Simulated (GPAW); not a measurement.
# Conductance along a series: segments of Au in a Si chain

Aim: how the conductance and the thermopower change along a series of junctions, segments of Au in a Si chain.

Method: GPAW LCAO, PAW setups; Landauer transmission from Green's functions with principal layers (ASE), zero bias, in GPAW 26.7.0.

## Step 1: Starting point

The cell holds 11 atoms: 10 Si and 1 Au. Its edges and angles: a = 9.000 Å, b = 9.000 Å, c = 24.485 Å, α = 90.0°, β = 90.0°, γ = 90.0°. Regions: left lead, 5 atoms (5 Si); channel, 1 atom (1 Au); right lead, 5 atoms (5 Si). Vacuum lies along a and b. The structure is stacked along c, and the current runs across the ab planes.

## Step 2: Member of the series, foreign atoms 1

The structure changes from member to member while basis and functional stay, so that the trend is less open to errors of the level than any single value.

Input file run.py:

```python
import json
import numpy as np
from ase import Atoms
from ase.transport.calculators import TransportCalculator
from gpaw import GPAW, FermiDirac
from gpaw.lcao.tools import get_lcao_hamiltonian
from scipy.linalg import eigh

# The junction with lead layers at both ends, along the third cell vector
device = Atoms(
    ['Si', 'Si', 'Si', 'Si', 'Si', 'Au', 'Si', 'Si', 'Si', 'Si', 'Si'],
    positions=[
        [4.50000, 4.50000, 1.10000],
        [4.50000, 4.50000, 3.30000],
        [4.50000, 4.50000, 5.50000],
        [4.50000, 4.50000, 7.70000],
        [4.50000, 4.50000, 9.90000],
        [4.50000, 4.50000, 12.24240],
        [4.50000, 4.50000, 14.58480],
        [4.50000, 4.50000, 16.78480],
        [4.50000, 4.50000, 18.98480],
        [4.50000, 4.50000, 21.18480],
        [4.50000, 4.50000, 23.38480]],
    cell=[[9.0, 0.0, 0.0], [0.0, 9.0, 0.0], [0.0, 0.0, 24.4848]],
    pbc=True)

# One principal layer of the lead: the first 3 atoms of the device
lead = Atoms(
    ['Si', 'Si', 'Si'],
    positions=[
        [4.50000, 4.50000, 1.10000],
        [4.50000, 4.50000, 3.30000],
        [4.50000, 4.50000, 5.50000]],
    cell=[[9.0, 0.0, 0.0], [0.0, 9.0, 0.0], [0.0, 0.0, 6.6]],
    pbc=True)

settings = dict(mode='lcao', basis='dzp', xc='RPBE', h=0.2,
                occupations=FermiDirac(0.1), maxiter=250,
                mixer=dict(beta=0.1, nmaxold=8, weight=100.0),
                convergence=dict(density=0.0001))
energies = np.arange(-2, 2 + 1e-9, 0.05)
eta = 0.0001
n1, n2 = 1, 1
# k and -k transmit alike, so half of the mesh across the current serves
mesh = [(i, j) for i in range(n1) for j in range(n2) if (i, j) <= (-i % n1, -j % n2)]
weights = np.array([1 if (i, j) == (-i % n1, -j % n2) else 2 for i, j in mesh]) / (n1 * n2)

# [... helper functions left out ...]
fermi_lead = ground_state(lead, (1, 1, 17), 'lead.txt')
fermi_device = ground_state(device, (1, 1, 3), 'device.txt')
# [... loop over the mesh left out, but for ...]
        # Shift the lead onto the potential of the device's first layer
        shift = ((H[:, 0, 0] - H0[:, 0, 0]) / S0[0, 0]).real.mean()
# [...]
kT = 8.617333e-5 * 300
bias = [0.1, 0.2, 0.5, 1.0, 1.5, 2.0]
# [... integrals and printing left out ...]
```

The run is started by

```sh
$ OMP_NUM_THREADS=1 OPENBLAS_NUM_THREADS=1 python run.py
```

What it wrote:

```text
basis functions: device 145, principal layer 39
Fermi level: lead -3.8684 eV, device -3.7337 eV; lead shifted by 0.0276 eV
largest coupling past the next layer 4.99e-05 eV, largest misfit of the first layer 0.144 eV
  E-E_F (eV)   T (one spin)  channels
    -2.000    1.9608e-11    0.0000
    -1.950    1.9281e-11    0.0000
    -1.900    1.9221e-11    0.0000
    -1.850    1.9426e-11    0.0000
    -1.800    1.9907e-11    0.0000
    -1.750    2.0696e-11    0.0000
    -1.700    2.1845e-11    0.0000
    -1.650    2.3436e-11    0.0000
    -1.600    2.5605e-11    0.0000
    -1.550    2.8608e-11    0.0000
    -1.500    3.3238e-11    0.0000
    -1.450    4.4909e-11    0.0000
    -1.400    1.5503e-10    0.0000
    -1.350    9.8477e-09    0.0000
    -1.300    1.5663e-01    2.0000
    -1.250    1.9354e-01    2.0000
[...]
1.650    1.4971e+00    3.0000
     1.700    1.5052e+00    3.0000
     1.750    1.5129e+00    3.0000
     1.800    1.5200e+00    3.0000
     1.850    1.5271e+00    3.0000
     1.900    1.5334e+00    3.0000
     1.950    1.5392e+00    3.0000
     2.000    1.5446e+00    3.0000
conductance at 300 K: 1.3563 G0 a cell; thermopower -1.287 uV/K
current from the zero-bias T(E) at 0.1 V: 10.501 uA
current from the zero-bias T(E) at 0.2 V: 20.96 uA
current from the zero-bias T(E) at 0.5 V: 51.669 uA
current from the zero-bias T(E) at 1.0 V: 98.428 uA
current from the zero-bias T(E) at 1.5 V: 137.56 uA
current from the zero-bias T(E) at 2.0 V: 170.17 uA
```

It took 53 s on 1 thread of Arm Neoverse N1, shared host; peak memory 0.83 GiB.

Numbers from this step:

* conductance: 1.356 G₀
* largest coupling past the next principal layer: 4.99e-5 eV
* largest misfit of the first principal layer: 0.1440 eV
* shift that aligns the lead: 0.02761 eV
* basis functions of the junction: 145
* basis functions of a principal layer: 39
* transmission at the Fermi level (one spin): 1.359
* open channels of the lead at the Fermi level (one spin): 3

One spin. Table of transmission, zone mean by energy, zero at the Fermi level:

| energy (eV) | transmission, zone mean |
| --- | --- |
| -2.000 | 2.0e-11 |
| -1.800 | 2.0e-11 |
| -1.600 | 2.6e-11 |
| -1.400 | 1.6e-10 |
| -1.200 | 0.194 |
| -1.000 | 0.220 |
| -0.800 | 0.395 |
| -0.600 | 0.709 |
| -0.400 | 1.03 |
| -0.200 | 1.26 |
| 0.000 | 1.36 |
| 0.200 | 1.37 |
| 0.400 | 1.36 |
| 0.600 | 1.35 |
| 0.800 | 1.36 |
| 1.000 | 1.38 |
| 1.200 | 1.42 |
| 1.400 | 1.45 |
| 1.600 | 1.49 |
| 1.800 | 1.52 |
| 2.000 | 1.54 |

Crossings of the lead's bands, unfolded to its shortest repeat. The open channels, zone mean by energy, zero at the Fermi level:

| energy (eV) | open channels, zone mean |
| --- | --- |
| -2.00 | 0 |
| -1.90 | 0 |
| -1.80 | 0 |
| -1.70 | 0 |
| -1.55 | 0 |
| -1.45 | 0 |
| -1.35 | 0 |
| -1.25 | 2 |
| -1.15 | 2 |
| -1.05 | 2 |
| -0.90 | 2 |
| -0.80 | 3 |
| -0.70 | 3 |
| -0.60 | 3 |
| -0.50 | 3 |
| -0.40 | 3 |
| -0.25 | 3 |
| -0.15 | 3 |
| -0.05 | 3 |
| 0.00 | 3 |
| 0.05 | 3 |
| 0.15 | 3 |
| 0.25 | 3 |
| 0.40 | 3 |
| 0.50 | 3 |
| 0.60 | 3 |
| 0.70 | 3 |
| 0.80 | 3 |
| 0.90 | 3 |
| 1.05 | 3 |
| 1.15 | 3 |
| 1.25 | 3 |
| 1.35 | 3 |
| 1.45 | 3 |
| 1.55 | 3 |
| 1.70 | 3 |
| 1.80 | 3 |
| 1.90 | 3 |
| 2.00 | 3 |

Not self-consistent under bias; the bias window is split evenly. Current through one cell, from the zero-bias transmission against bias:

| bias (V) | current through one cell, from the zero-bias transmission (μA) |
| --- | --- |
| 0.100 | 10.5 |
| 0.200 | 21.0 |
| 0.500 | 51.7 |
| 1.000 | 98.4 |
| 1.500 | 138 |
| 2.000 | 170 |

The transmission of the three most open eigenchannels by energy, zero at the Fermi level:

| energy (eV) | channel 1 | channel 2 | channel 3 |
| --- | --- | --- | --- |
| -1.400 | 5.5e-11 | 5.5e-11 | 4.1e-11 |
| -1.200 | 0.0971 | 0.0971 | 1.3e-10 |
| -1.000 | 0.110 | 0.110 | 1.6e-9 |
| -0.800 | 0.157 | 0.157 | 0.0797 |
| -0.600 | 0.242 | 0.242 | 0.225 |
| -0.400 | 0.347 | 0.341 | 0.341 |
| -0.200 | 0.448 | 0.406 | 0.406 |
| 0.000 | 0.531 | 0.414 | 0.414 |
| 0.200 | 0.600 | 0.386 | 0.386 |
| 0.400 | 0.657 | 0.350 | 0.350 |
| 0.600 | 0.705 | 0.323 | 0.323 |
| 0.800 | 0.745 | 0.307 | 0.307 |
| 1.000 | 0.780 | 0.301 | 0.301 |
| 1.200 | 0.810 | 0.302 | 0.302 |
| 1.400 | 0.837 | 0.308 | 0.308 |
| 1.600 | 0.860 | 0.314 | 0.314 |
| 1.800 | 0.882 | 0.319 | 0.319 |
| 2.000 | 0.901 | 0.322 | 0.322 |

Couplings past the next layer reach 5.0e-5 eV, small enough to drop; the matrix elements of the cell's first layer differ from the bulk lead's by up to 0.14 eV. That layer keeps its own values in the calculation, and only beyond it is the lead taken as perfect. The Fermi levels of lead and junction count from different zeros of potential, one for each periodic cell; with both set to zero, the small remaining shift is what aligns them. Without spin-orbit coupling, which is large for these atoms, channel counts and T are those of the scalar-relativistic bands. By hand: G = 1.356 × 77.48 μS = 105 μS, a resistance of 9.52 kΩ; at 0.1 V a linear junction would pass 10.5 μA, and the integral over the bias window gives 10.5 μA.

## Step 3: Member of the series, 12 atoms: segment atoms = 2

System of this step: 2 Au atoms in a Si chain. The cell holds 12 atoms: 10 Si and 2 Au. Its edges and angles: a = 9.000 Å, b = 9.000 Å, c = 27.085 Å, α = 90.0°, β = 90.0°, γ = 90.0°. Regions: left lead, 5 atoms (5 Si); channel, 2 atoms (2 Au); right lead, 5 atoms (5 Si). Vacuum lies along a and b. The structure is stacked along c, and the current runs across the ab planes.

Changes to run.py since step 2:

```diff
@@ -10,3 +10,3 @@
 device = Atoms(
-    ['Si', 'Si', 'Si', 'Si', 'Si', 'Au', 'Si', 'Si', 'Si', 'Si', 'Si'],
+    ['Si', 'Si', 'Si', 'Si', 'Si', 'Au', 'Au', 'Si', 'Si', 'Si', 'Si', 'Si'],
     positions=[
@@ -18,8 +18,9 @@
         [4.50000, 4.50000, 12.24240],
-        [4.50000, 4.50000, 14.58480],
-        [4.50000, 4.50000, 16.78480],
-        [4.50000, 4.50000, 18.98480],
-        [4.50000, 4.50000, 21.18480],
-        [4.50000, 4.50000, 23.38480]],
-    cell=[[9.0, 0.0, 0.0], [0.0, 9.0, 0.0], [0.0, 0.0, 24.4848]],
+        [4.50000, 4.50000, 14.84240],
+        [4.50000, 4.50000, 17.18480],
+        [4.50000, 4.50000, 19.38480],
+        [4.50000, 4.50000, 21.58480],
+        [4.50000, 4.50000, 23.78480],
+        [4.50000, 4.50000, 25.98480]],
+    cell=[[9.0, 0.0, 0.0], [0.0, 9.0, 0.0], [0.0, 0.0, 27.0848]],
     pbc=True)
```

What it wrote:

```text
basis functions: device 160, principal layer 39
Fermi level: lead -3.8684 eV, device -3.7956 eV; lead shifted by -0.0061 eV
largest coupling past the next layer 4.99e-05 eV, largest misfit of the first layer 0.122 eV
  E-E_F (eV)   T (one spin)  channels
    -2.000    4.1707e-11    0.0000
    -1.950    5.2010e-11    0.0000
    -1.900    8.9406e-11    0.0000
    -1.850    2.9445e-10    0.0000
    -1.800    1.4064e-07    0.0000
    -1.750    3.7521e-10    0.0000
    -1.700    1.0933e-10    0.0000
    -1.650    6.4849e-11    0.0000
    -1.600    5.3573e-11    0.0000
    -1.550    5.4462e-11    0.0000
    -1.500    6.4501e-11    0.0000
    -1.450    8.8430e-11    0.0000
    -1.400    1.9993e-10    0.0000
    -1.350    1.2941e-03    2.0000
    -1.300    7.9415e-03    2.0000
    -1.250    1.3848e-02    2.0000
[...]
1.650    6.9090e-01    3.0000
     1.700    6.9716e-01    3.0000
     1.750    7.0338e-01    3.0000
     1.800    7.0959e-01    3.0000
     1.850    7.1574e-01    3.0000
     1.900    7.2188e-01    3.0000
     1.950    7.2801e-01    3.0000
     2.000    7.3414e-01    3.0000
conductance at 300 K: 0.51939 G0 a cell; thermopower -1.177 uV/K
current from the zero-bias T(E) at 0.1 V: 4.0228 uA
current from the zero-bias T(E) at 0.2 V: 8.0372 uA
current from the zero-bias T(E) at 0.5 V: 19.95 uA
current from the zero-bias T(E) at 1.0 V: 39.015 uA
current from the zero-bias T(E) at 1.5 V: 56.696 uA
current from the zero-bias T(E) at 2.0 V: 71.058 uA
```

Elapsed: 58 s, on 1 thread; peak memory 0.87 GiB.

This step gave:

| Property | Result |
| --- | --- |
| conductance | 0.5194 G₀ |
| largest misfit of the first principal layer | 0.1221 eV |
| shift that aligns the lead | -0.006128 eV |
| basis functions of the junction | 160 |
| transmission at the Fermi level (one spin) | 0.5200 |

One spin. Transmission, zone mean against energy, zero at the Fermi level:

energy (eV), transmission, zone mean and a bar:
```
    -2.00      0.000 
    -1.85      0.000 
    -1.70      0.000 
    -1.60      0.000 
    -1.45      0.000 
    -1.30      0.008 
    -1.15      0.022 #
    -1.05      0.026 #
    -0.90      0.116 #####
    -0.75      0.291 ############
    -0.60      0.366 ###############
    -0.50      0.404 ################
    -0.35      0.453 ###################
    -0.20      0.492 ####################
    -0.05      0.515 #####################
     0.00      0.520 #####################
     0.05      0.523 #####################
     0.20      0.531 ######################
     0.35      0.538 ######################
     0.50      0.549 ######################
     0.60      0.559 #######################
     0.75      0.575 #######################
     0.90      0.593 ########################
     1.05      0.613 #########################
     1.15      0.626 ##########################
     1.30      0.646 ##########################
     1.45      0.665 ###########################
     1.60      0.685 ############################
     1.70      0.697 ############################
     1.85      0.716 #############################
     2.00      0.734 ##############################
```

Crossings of the lead's bands, unfolded to its shortest repeat. Table of open channels, zone mean by energy, zero at the Fermi level:

| energy (eV) | open channels, zone mean |
| --- | --- |
| -2.00 | 0 |
| -1.90 | 0 |
| -1.80 | 0 |
| -1.70 | 0 |
| -1.55 | 0 |
| -1.45 | 0 |
| -1.35 | 2 |
| -1.25 | 2 |
| -1.15 | 2 |
| -1.05 | 2 |
| -0.90 | 3 |
| -0.80 | 3 |
| -0.70 | 3 |
| -0.60 | 3 |
| -0.50 | 3 |
| -0.40 | 3 |
| -0.25 | 3 |
| -0.15 | 3 |
| -0.05 | 3 |
| 0.00 | 3 |
| 0.05 | 3 |
| 0.15 | 3 |
| 0.25 | 3 |
| 0.40 | 3 |
| 0.50 | 3 |
| 0.60 | 3 |
| 0.70 | 3 |
| 0.80 | 3 |
| 0.90 | 3 |
| 1.05 | 3 |
| 1.15 | 3 |
| 1.25 | 3 |
| 1.35 | 3 |
| 1.45 | 3 |
| 1.55 | 3 |
| 1.70 | 3 |
| 1.80 | 3 |
| 1.90 | 3 |
| 2.00 | 3 |

Not self-consistent under bias; the bias window is split evenly. Table of current through one cell, from the zero-bias transmission by bias:

| bias (V) | current through one cell, from the zero-bias transmission (μA) |
| --- | --- |
| 0.100 | 4.02 |
| 0.200 | 8.04 |
| 0.500 | 20.0 |
| 1.000 | 39.0 |
| 1.500 | 56.7 |
| 2.000 | 71.1 |

Table of transmission of the three most open eigenchannels by energy, zero at the Fermi level:

| energy (eV) | channel 1 | channel 2 | channel 3 |
| --- | --- | --- | --- |
| -2.00 | 4.1e-11 | 0 | 0 |
| -1.90 | 8.9e-11 | 0 | 0 |
| -1.80 | 1.4e-7 | 0 | 0 |
| -1.70 | 1.1e-10 | 0 | 0 |
| -1.55 | 5.4e-11 | 0 | 0 |
| -1.45 | 8.5e-11 | 1.6e-12 | 1.6e-12 |
| -1.35 | 6.5e-4 | 6.5e-4 | 2.1e-10 |
| -1.25 | 0.00692 | 0.00692 | 8.3e-10 |
| -1.15 | 0.0108 | 0.0108 | 8.4e-9 |
| -1.05 | 0.0129 | 0.0129 | 1.4e-6 |
| -0.90 | 0.0857 | 0.0153 | 0.0153 |
| -0.80 | 0.218 | 0.0177 | 0.0177 |
| -0.70 | 0.278 | 0.0212 | 0.0212 |
| -0.60 | 0.314 | 0.0260 | 0.0260 |
| -0.50 | 0.339 | 0.0321 | 0.0321 |
| -0.40 | 0.360 | 0.0389 | 0.0389 |
| -0.25 | 0.385 | 0.0477 | 0.0477 |
| -0.15 | 0.401 | 0.0504 | 0.0504 |
| -0.05 | 0.416 | 0.0498 | 0.0498 |
| 0.00 | 0.423 | 0.0485 | 0.0485 |
| 0.05 | 0.430 | 0.0466 | 0.0466 |
| 0.15 | 0.445 | 0.0419 | 0.0419 |
| 0.25 | 0.459 | 0.0370 | 0.0370 |
| 0.40 | 0.481 | 0.0305 | 0.0305 |
| 0.50 | 0.495 | 0.0271 | 0.0271 |
| 0.60 | 0.510 | 0.0245 | 0.0245 |
| 0.70 | 0.524 | 0.0225 | 0.0225 |
| 0.80 | 0.539 | 0.0210 | 0.0210 |
| 0.90 | 0.553 | 0.0199 | 0.0199 |
| 1.05 | 0.575 | 0.0188 | 0.0188 |
| 1.15 | 0.589 | 0.0184 | 0.0184 |
| 1.25 | 0.603 | 0.0181 | 0.0181 |
| 1.35 | 0.617 | 0.0179 | 0.0179 |
| 1.45 | 0.630 | 0.0177 | 0.0177 |
| 1.55 | 0.643 | 0.0176 | 0.0176 |
| 1.70 | 0.662 | 0.0173 | 0.0173 |
| 1.80 | 0.675 | 0.0172 | 0.0172 |
| 1.90 | 0.688 | 0.0169 | 0.0169 |
| 2.00 | 0.701 | 0.0166 | 0.0166 |

The conductance, 0.519 G₀, lies 62 % below that of the member before.

## Step 4: Junction, 13 atoms: segment atoms = 3

System of this step: 3 Au atoms in a Si chain. The cell holds 13 atoms: 10 Si and 3 Au. Cell: a = 9.000 Å, b = 9.000 Å, c = 29.685 Å, α = 90.0°, β = 90.0°, γ = 90.0°. Regions: left lead, 5 atoms (5 Si); channel, 3 atoms (3 Au); right lead, 5 atoms (5 Si). Vacuum lies along a and b. The structure is stacked along c, and the current runs across the ab planes.

Changes to run.py since step 3:

```diff
@@ -10,3 +10,3 @@
 device = Atoms(
-    ['Si', 'Si', 'Si', 'Si', 'Si', 'Au', 'Au', 'Si', 'Si', 'Si', 'Si', 'Si'],
+    ['Si', 'Si', 'Si', 'Si', 'Si', 'Au', 'Au', 'Au', 'Si', 'Si', 'Si', 'Si', 'Si'],
     positions=[
@@ -19,8 +19,9 @@
         [4.50000, 4.50000, 14.84240],
-        [4.50000, 4.50000, 17.18480],
-        [4.50000, 4.50000, 19.38480],
-        [4.50000, 4.50000, 21.58480],
-        [4.50000, 4.50000, 23.78480],
-        [4.50000, 4.50000, 25.98480]],
-    cell=[[9.0, 0.0, 0.0], [0.0, 9.0, 0.0], [0.0, 0.0, 27.0848]],
+        [4.50000, 4.50000, 17.44240],
+        [4.50000, 4.50000, 19.78480],
+        [4.50000, 4.50000, 21.98480],
+        [4.50000, 4.50000, 24.18480],
+        [4.50000, 4.50000, 26.38480],
+        [4.50000, 4.50000, 28.58480]],
+    cell=[[9.0, 0.0, 0.0], [0.0, 9.0, 0.0], [0.0, 0.0, 29.6848]],
     pbc=True)
```

What it wrote:

```text
basis functions: device 175, principal layer 39
Fermi level: lead -3.8684 eV, device -3.8119 eV; lead shifted by -0.0262 eV
largest coupling past the next layer 4.99e-05 eV, largest misfit of the first layer 0.104 eV
  E-E_F (eV)   T (one spin)  channels
    -2.000    8.5899e-12    0.0000
    -1.950    3.6482e-12    0.0000
    -1.900    1.6452e-12    0.0000
[...]
1.950    6.9686e-01    3.0000
     2.000    6.9664e-01    3.0000
conductance at 300 K: 1.0177 G0 a cell; thermopower -0.3471 uV/K
current from the zero-bias T(E) at 0.1 V: 7.8767 uA
current from the zero-bias T(E) at 0.2 V: 15.703 uA
current from the zero-bias T(E) at 0.5 V: 38.399 uA
current from the zero-bias T(E) at 1.0 V: 71.317 uA
current from the zero-bias T(E) at 1.5 V: 97.351 uA
current from the zero-bias T(E) at 2.0 V: 119.25 uA
```

Run time: 59 s. Hardware: 1 thread; peak memory 0.93 GiB.

The conductance, 1.02 G₀, lies 96 % above that of the member before.

## Step 5: Junction, 14 atoms: segment atoms = 4

System of this step: 4 Au atoms in a Si chain. The cell holds 14 atoms: 10 Si and 4 Au. Its edges and angles: a = 9.000 Å, b = 9.000 Å, c = 32.285 Å, α = 90.0°, β = 90.0°, γ = 90.0°. Regions: left lead, 5 atoms (5 Si); channel, 4 atoms (4 Au); right lead, 5 atoms (5 Si). Vacuum lies along a and b. The structure is stacked along c, and the current runs across the ab planes.

Changes to run.py since step 4:

```diff
@@ -10,3 +10,3 @@
 device = Atoms(
-    ['Si', 'Si', 'Si', 'Si', 'Si', 'Au', 'Au', 'Au', 'Si', 'Si', 'Si', 'Si', 'Si'],
+    ['Si', 'Si', 'Si', 'Si', 'Si', 'Au', 'Au', 'Au', 'Au', 'Si', 'Si', 'Si', 'Si', 'Si'],
     positions=[
@@ -20,8 +20,9 @@
         [4.50000, 4.50000, 17.44240],
-        [4.50000, 4.50000, 19.78480],
-        [4.50000, 4.50000, 21.98480],
-        [4.50000, 4.50000, 24.18480],
-        [4.50000, 4.50000, 26.38480],
-        [4.50000, 4.50000, 28.58480]],
-    cell=[[9.0, 0.0, 0.0], [0.0, 9.0, 0.0], [0.0, 0.0, 29.6848]],
+        [4.50000, 4.50000, 20.04240],
+        [4.50000, 4.50000, 22.38480],
+        [4.50000, 4.50000, 24.58480],
+        [4.50000, 4.50000, 26.78480],
+        [4.50000, 4.50000, 28.98480],
+        [4.50000, 4.50000, 31.18480]],
+    cell=[[9.0, 0.0, 0.0], [0.0, 9.0, 0.0], [0.0, 0.0, 32.2848]],
     pbc=True)
```

What it wrote:

```text
basis functions: device 190, principal layer 39
Fermi level: lead -3.8684 eV, device -3.9006 eV; lead shifted by 0.0039 eV
largest coupling past the next layer 4.99e-05 eV, largest misfit of the first layer 0.129 eV
  E-E_F (eV)   T (one spin)  channels
    -2.000    3.2188e-11    0.0000
    -1.950    2.1579e-12    0.0000
    -1.900    8.3626e-14    0.0000
[...]
1.950    9.5684e-01    3.0000
     2.000    9.4799e-01    3.0000
conductance at 300 K: 0.45322 G0 a cell; thermopower 0.3635 uV/K
current from the zero-bias T(E) at 0.1 V: 3.5198 uA
current from the zero-bias T(E) at 0.2 V: 7.0903 uA
current from the zero-bias T(E) at 0.5 V: 18.795 uA
current from the zero-bias T(E) at 1.0 V: 44.068 uA
current from the zero-bias T(E) at 1.5 V: 71.188 uA
current from the zero-bias T(E) at 2.0 V: 95.471 uA
```

The job ended after 69 s (1 thread; peak memory 0.99 GiB).

One spin. Transmission, zone mean against energy, zero at the Fermi level:

| energy (eV) | transmission, zone mean |
| --- | --- |
| -2.000 | 3.2e-11 |
| -1.800 | 0 |
| -1.600 | 0 |
| -1.400 | 4.4e-11 |
| -1.200 | 0.0239 |
| -1.000 | 0.0678 |
| -0.800 | 0.675 |
| -0.750 | 1.72 |
| -0.600 | 0.322 |
| -0.400 | 1.06 |
| -0.200 | 0.527 |
| 0.000 | 0.450 |
| 0.200 | 0.486 |
| 0.400 | 0.567 |
| 0.600 | 0.672 |
| 0.800 | 0.784 |
| 1.000 | 0.883 |
| 1.200 | 0.955 |
| 1.400 | 0.993 |
| 1.600 | 0.998 |
| 1.800 | 0.980 |
| 2.000 | 0.948 |

The conductance, 0.453 G₀, lies 55 % below that of the member before.

(Continued in part 2 of 2.)

[Logs are printed without paths, hosts, clocks, repeated set-up lines and the standing remarks that a program may print on its own settings, such as how far it seeks lower states.]

[Hosts, paths, dates, database ids (printed as entryN), source tags and the programs' standing remarks are cut or masked in the printed files.]
